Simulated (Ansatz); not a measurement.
# The perfect Ge wire along [100], 9 atoms a period, H-terminated, part 2 of 2

What gap, if any, does the Ge wire along [100], 9 atoms a period, H-terminated have, and how does it change with the functional?

Ansatz 0.2.0; DFT PBE, plane waves, PAW; relaxation of a wire's period; PAW set soft_1 (the session's first sound run).

So far. Step 2 (Relaxing the period): The cell's length comes to 5.745 Å with spin left out.

### 3. The wire at its relaxed period

This step: DFT PBE, plane waves, PAW; bands of a perfect wire; PAW set soft_1 (Ansatz 0.2.0).

At the relaxed period the bands are computed along the axis; those that cross an energy going forward count the channels that a perfect wire would open there.

File input.yaml:

```yaml
crystal:
  lattice:
    - [14.361, 0.0, 0.0]
    - [0.0, 14.361, 0.0]
    - [0.0, 0.0, 5.744545617]
  atoms:
    - { symbol: Ge, position: [0.303335208, 0.500011588, 0.0] }
    - { symbol: Ge, position: [0.500011588, 0.303335208, 0.0] }
    - { symbol: Ge, position: [0.500011588, 0.696687969, 0.0] }
    - { symbol: Ge, position: [0.696687969, 0.500011588, 0.0] }
    - { symbol: H, position: [0.239736758, 0.438318624, 0.153252916] }
    - { symbol: H, position: [0.438318624, 0.239736758, 0.153252916] }
    - { symbol: H, position: [0.561704553, 0.760286418, 0.153252916] }
    - { symbol: H, position: [0.760286418, 0.561704553, 0.153252916] }
    - { symbol: Ge, position: [0.401935381, 0.598087795, 0.24699678] }
    - { symbol: Ge, position: [0.598087795, 0.401935381, 0.24699678] }
    - { symbol: H, position: [0.33948352, 0.660539656, 0.403466087] }
    - { symbol: H, position: [0.660539656, 0.33948352, 0.403466087] }
    - { symbol: Ge, position: [0.500011588, 0.500011588, 0.5] }
    - { symbol: H, position: [0.33948352, 0.33948352, 0.596533913] }
    - { symbol: H, position: [0.660539656, 0.660539656, 0.596533913] }
    - { symbol: Ge, position: [0.401935381, 0.401935381, 0.75300322] }
    - { symbol: Ge, position: [0.598087795, 0.598087795, 0.75300322] }
    - { symbol: H, position: [0.239736758, 0.561704553, 0.846747084] }
    - { symbol: H, position: [0.438318624, 0.760286418, 0.846747084] }
    - { symbol: H, position: [0.561704553, 0.239736758, 0.846747084] }
    - { symbol: H, position: [0.760286418, 0.438318624, 0.846747084] }
kpoints:
  mp_grid: { grid: [1, 1, 14] }
  band_path: { path: ["Γ", Z], npoints: 90 }
scf:
  occupations: { method: fermi_dirac, width: 0.05 }
hamiltonian:
  xc: pbe
  pseudopotentials: { kind: paw, azcp: { folder: soft_1 } }
output:
  dos: { e_range: [-5, 4] }
  write_potential: true
  write_density: true
  volumetric_format: npy
```

On the command line:

```console
$ ansatz run input.yaml --threads 4 --pin off --max-ram 16384MiB --backend cpu --events-out ev --progress --plain --runs-dir out
```

Numbers of over 12 decimals in the logs are rounded to 6 here.

The log of the run:

```text
[...]
Crystal: 21 atoms, lattice volume = 1184.745 Å³
Basis set: ecut = 420 eV, 23127 PW (Γ)
Bands: 90, of which v1, the nominal top of the filled ones, is band 69 counted from 1 (68 counted from 0)
Symmetry: 8 space group operations
[...]
k-points: 8 of 14
[...]
SCF iter   1: F=—  HF=-38845.871046 eV  |F-HF|=—  |Δ(HF+E_count)|=         —  Δρ=3.18e-2  dr2=1.01e1  ethr=3.10e-3  ⟨swp⟩=7.4  Hψ=3128  notcnv=0  defer=9
[...]
SCF iter   9: F=-38842.848588 eV  HF=-38842.848588 eV  |F-HF|=2.43e-9  |Δ(HF+E_count)|=   7.43e-7  Δρ=1.40e-6  dr2=2.33e-8  ethr=7.25e-11  ⟨swp⟩=15.0  Hψ=3436  notcnv=0
SCF 1 converged in 9 iterations: F = -38842.848588 eV  dr2 = 2.33e-8
[...]
NSCF: frozen V_eff on 91 k-points
WARN: The output density's exchange-correlation potential varies sharply where the density is thin. Do not read a vacuum level from v_tot or v_xc, or from such a field of the output density. On a cell that repeats whose density bears no net charge and no dipole along the vacuum's axis use v_es (v_loc + v_h of the components); under efield.dipole_correction with no amplitude use v_es + v_field, which holds any externa [...]
SCF converged after 9 iterations
Free energy (F): -38842.848588 eV
[...]
Internal energy: -38842.848588 eV  (E = F + TS)
E sigma→0 (E₀):  -38842.848588 eV
Fermi energy:    -1.813854 eV
[...]
--- Band table (eV; the first three rows and the last of 8) ---
  k-point 0: bands = [... 65 lower, -4.0770, -3.7704, -3.7704, -3.7587, 0.2773, 0.3334, 0.5602, 0.5602, ... 17 higher]
  k-point 1: bands = [... 65 lower, -4.0923, -3.7763, -3.7763, -3.7596, 0.2957, 0.3984, 0.5042, 0.5042, ... 17 higher]
  k-point 2: bands = [... 65 lower, -4.1333, -3.7907, -3.7907, -3.7642, 0.3291, 0.4021, 0.4021, 0.5856, ... 17 higher]
  k-point 7: bands = [... 65 lower, -4.3435, -3.9347, -3.8141, -3.8141, 0.0238, 0.4196, 0.4196, 0.7190, ... 17 higher]
```

The job ended after 3.3 min (4 threads of Arm Neoverse V1, shared host; peak memory 5.4 GiB; 13 min of CPU time).

Numbers from this step:

| Item | Value |
| --- | --- |
| band gap | 3.782 eV |

Electronic bands along the path, in eV, zero at the Fermi level; v1 is the highest filled band, c1 the lowest empty one:

| point | v4 | v3 | v2 | v1 | c1 | c2 | c3 | c4 |
| --- | --- | --- | --- | --- | --- | --- | --- | --- |
| Γ | -2.26 | -1.96 | -1.96 | -1.94 | 2.09 | 2.15 | 2.37 | 2.37 |
| halfway | -2.40 | -2.00 | -2.00 | -1.98 | 2.10 | 2.13 | 2.13 | 2.53 |
| Z | -2.53 | -2.12 | -2.00 | -2.00 | 1.84 | 2.23 | 2.23 | 2.53 |

The gap is 3.78 eV, with spin left out.

On this path the gap is indirect, 3.78 eV, with the valence top at Γ and the conduction bottom at Z. The least direct gap is 3.84 eV.

### 4. Levels at the same atoms, cutoff 500 eV, k-mesh 1×1×11

This step: DFT r2SCAN, plane waves, PAW; bands of a perfect wire at the PBE geometry; PAW set soft_1 (Ansatz 0.2.0).

The atoms stay at the PBE geometry and the functional changes. r2SCAN also reads the kinetic-energy density; it often gives larger moments and wider gaps than PBE, at a higher cost. Against the first PBE run of this kind, the cutoff is 500 eV against 420 and the mesh along the wire has 11 points against 14.

input.yaml, as its differences from that of step 3:

```diff
@@ -28,3 +28,3 @@
 kpoints:
-  mp_grid: { grid: [1, 1, 14] }
+  mp_grid: { grid: [1, 1, 11] }
   band_path: { path: ["Γ", Z], npoints: 90 }
@@ -33,8 +33,3 @@
 hamiltonian:
-  xc: pbe
+  xc: r2scan
   pseudopotentials: { kind: paw, azcp: { folder: soft_1 } }
-output:
-  dos: { e_range: [-5, 4] }
-  write_potential: true
-  write_density: true
-  volumetric_format: npy
```

The log of the run:

```text
[...]
Crystal: 21 atoms, lattice volume = 1184.745 Å³
Basis set: ecut = 500 eV, 30133 PW (Γ), exchange–correlation on 432×432×180 points (64 copies of the dense FFT grid, shifted against one another)
Bands: 90, of which v1, the nominal top of the filled ones, is band 69 counted from 1 (68 counted from 0)
Symmetry: 8 space group operations
[...]
k-points: 6 of 11
[...]
--- Band table (eV; the first three rows and the last of 6) ---
  k-point 0: bands = [... 65 lower, -4.3316, -4.0122, -4.0122, -3.9920, 0.4832, 0.5174, 0.6782, 0.6782, ... 17 higher]
  k-point 1: bands = [... 65 lower, -4.3560, -4.0210, -4.0210, -3.9942, 0.5074, 0.6174, 0.6174, 0.6251, ... 17 higher]
  k-point 2: bands = [... 65 lower, -4.4180, -4.0398, -4.0398, -4.0056, 0.5250, 0.5259, 0.5259, 0.8793, ... 17 higher]
  k-point 5: bands = [... 65 lower, -4.5992, -4.1699, -4.0493, -4.0493, 0.2265, 0.6153, 0.6153, 0.9830, ... 17 higher]
[key lines of the parts left out:]
SCF converged after 9 iterations
Free energy (F): -38914.956378 eV
Fermi energy:    -1.838079 eV
```

Elapsed: 5.9 min, on 4 threads; peak memory 8.2 GiB; 23 min of CPU time.

This step gave:

```yaml
band_gap: 4.205 eV
```

The gap is 4.21 eV, against 3.78 eV under PBE at the relaxed period.

### 5. Another level of theory, level HSE06, cutoff 420 eV

This step: DFT HSE06, plane waves, PAW; levels of a perfect wire at the PBE geometry; PAW set soft_1 (Ansatz 0.2.0).

The atoms stay at the PBE geometry and the functional changes. HSE06 mixes in a quarter of short-range exact exchange, which removes part of the self-interaction that closes gaps; it is dear, so the mesh is thinner and no path is run. Against the first PBE run of this kind, the mesh along the wire has 6 points against 14.

input.yaml, as its differences from that of step 4:

```diff
@@ -28,4 +28,3 @@
 kpoints:
-  mp_grid: { grid: [1, 1, 11] }
-  band_path: { path: ["Γ", Z], npoints: 90 }
+  mp_grid: { grid: [1, 1, 6] }
 scf:
@@ -33,3 +32,3 @@
 hamiltonian:
-  xc: r2scan
+  xc: hse06
   pseudopotentials: { kind: paw, azcp: { folder: soft_1 } }
```

The log of the run:

```text
[...]
Fermi energy:    -1.880997 eV
[...]
--- Band table (eV) ---
  k-point 0: bands = [... 65 lower, -4.6182, -4.3182, -4.3182, -4.2752, 0.6140, 0.6469]
  k-point 1: bands = [... 65 lower, -4.6974, -4.3332, -4.3332, -4.2872, 0.7209, 0.7209]
  k-point 2: bands = [... 65 lower, -4.8416, -4.3636, -4.3296, -4.3296, 0.5924, 0.7339]
  k-point 3: bands = [... 65 lower, -4.9113, -4.4674, -4.3151, -4.3151, 0.4193, 0.8636]
  guard bands above this table: 19 of the run's 90 bands. The solve was not asked for them (output.publish_guard_bands: true or output.eigenvalues: true publishes all)
[key lines of the parts left out:]
Free energy (F): -38851.317104 eV
```

It took 4.8 min on 4 threads; peak memory 4.1 GiB.

Numbers from this step:

```
band gap : 4.694 eV
```

The gap is 4.69 eV, against 3.78 eV under PBE at the relaxed period.

### 6. Two-component spinors, k-mesh 1×1×9

This step: DFT PBE, plane waves, fully relativistic PAW; bands of a perfect wire with spin-orbit coupling; PAW set soft_1 (Ansatz 0.2.0).

Spin-orbit coupling mixes the spins and splits bands that cross or touch without it, so it can open or close channels. Fully relativistic datasets take the place of the scalar ones. Against the first PBE run of this kind, the mesh along the wire has 9 points against 14.

input.yaml, as its differences from that of step 5:

```diff
@@ -28,3 +28,4 @@
 kpoints:
-  mp_grid: { grid: [1, 1, 6] }
+  mp_grid: { grid: [1, 1, 9] }
+  band_path: { path: ["Γ", Z], npoints: 90 }
 scf:
@@ -32,3 +33,6 @@
 hamiltonian:
-  xc: hse06
-  pseudopotentials: { kind: paw, azcp: { folder: soft_1 } }
+  xc: pbe
+  pseudopotentials: { kind: paw_fr, azcp: { folder: soft_1 } }
+magnetization:
+  noncollinear: true
+  spin_orbit: true
```

The log of the run:

```text
[...]
non-collinear run that drives no moment, with spin-orbit: no starting moment large enough to seed its density (crystal.atoms[].spin), no starting occupations that ask for one, no magnetisation constraint and no magnetic field, so the semilocal B_xc is pinned to zero
Crystal: 21 atoms, lattice volume = 1184.745 Å³
Basis set: ecut = 420 eV, 23127 PW (Γ)
[...]
k-point 0: bands = [... 134 lower, -3.7166, -3.7166, -3.7112, -3.7112, 0.2781, 0.2781, 0.3334, 0.3334, ... 38 higher]
  k-point 1: bands = [... 134 lower, -3.7312, -3.7312, -3.7194, -3.7194, 0.3160, 0.3160, 0.4353, 0.4353, ... 38 higher]
  k-point 2: bands = [... 134 lower, -3.7594, -3.7594, -3.7468, -3.7468, 0.3117, 0.3117, 0.3149, 0.3149, ... 38 higher]
  k-point 4: bands = [... 134 lower, -3.8334, -3.8334, -3.7840, -3.7840, 0.0431, 0.0431, 0.3889, 0.3889, ... 38 higher]
[key lines of the parts left out:]
SCF converged after 9 iterations
Magnetization: |M| = 0.0000 μB,  M = (+0.0000, +0.0000, +0.0000) μB
Free energy (F): -38843.739368 eV
Fermi energy:    -1.800478 eV
```

The job ended after 37 min (4 threads; peak memory 12 GiB).

Numbers from this step:

| Property | Result |
| --- | --- |
| band gap | 3.735 eV |

The gap is 3.73 eV, against 3.78 eV under PBE at the relaxed period, with no moment.

### 7. All levels side by side

Times are for 4 threads of Arm Neoverse V1, shared host. The series side by side:

```csv
no.,run,band gap (eV),time,memory (GiB)
1,lead,3.782,3.3 min,5.4
2,levels,4.205,5.9 min,8.2
3,levels,4.694,4.8 min,4.1
4,SOC,3.735,37 min,12
```

### 8. Outcome

```yaml
cell_length_pbe: 5.745 Å
gap_pbe: 3.78 eV
gap_r2scan: 4.21 eV
gap_hse06: 4.69 eV
gap_with_spin_orbit_coupling: 3.73 eV
```

What this shows: Under PBE the cell's length is 5.74 Å, and a gap of 3.78 eV makes it a semiconductor. At the relaxed period the wire is gapped under every functional, from 3.78 eV (PBE) to 4.69 eV (HSE06). Weak screening in one dimension makes quasiparticle gaps larger than the semilocal gaps, as a rule. Spin-orbit coupling changes the gap from 3.78 to 3.73 eV. A hybrid's gap is read on a coarse mesh, without a band path.

[Logs are printed without paths, hosts, clocks, repeated set-up lines and the standing remarks that a program may print on its own settings, such as how far it seeks lower states.]

[Hosts, paths, dates, database ids (printed as entryN), source tags and the programs' standing remarks are cut or masked in the printed files.]
